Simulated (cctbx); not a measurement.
## Absolute structure of Cd4N3

Space group I-43d (no. 220), a = 7.5030 Å, b = 7.5030 Å, c = 7.5030 Å, α = 90.00°, β = 90.00°, γ = 90.00°.

```
atom  mult.       x       y       z  Ueq (Å²)
 Cd1     16  0.1802  0.6802  0.8198    0.0261
  N1     12       0     3/4     1/8    0.0377
```

This is a model crystal, built by substitution and not relaxed, with assumed displacement parameters.

Data sets are simulated with cctbx and refined with Bijvoet mates kept apart; Flack x is then fitted as the share of an inverted twin with the atoms fixed, Hooft y from the Bijvoet differences. The group is acentric but holds improper operations, so there is an absolute structure (orientation) and no hand.

Untwinned crystal. What Flack and Hooft values should come out?

| λ (Å) | extinction (unmodelled) | d min (Å) | top counts | error (%) | model | R1 | Flack x | s.u. | Hooft y | s.u. | pairs |
| --- | --- | --- | --- | --- | --- | --- | --- | --- | --- | --- | --- |
| 0.71073 | 0 | 0.77 | 40000 | 4 | as given | 0.0044 | -0.11 | 0.18 | -0.193 | 0.164 | 33 |
| 0.71073 | 0 | 0.77 | 40000 | 4 | inverted | 0.0055 | 1.11 | 0.19 | 1.194 | 0.164 | 33 |
| 1.54184 | 0.1 | 0.83 | 40000 | 4 | as given | 0.0067 | 0.07 | 0.07 | 0.035 | 0.048 | 24 |

With Mo Kα, the s.u. is too large to fix the absolute structure. With Cu Kα, x is within 3 s.u. of 0, so the absolute structure is right, though an s.u. above 0.04 can't exclude a small twin share. Inverting the model turns x into about 1 − x.

[Logs are printed without paths, hosts, clocks, repeated set-up lines and the standing remarks that a program may print on its own settings, such as how far it seeks lower states.]
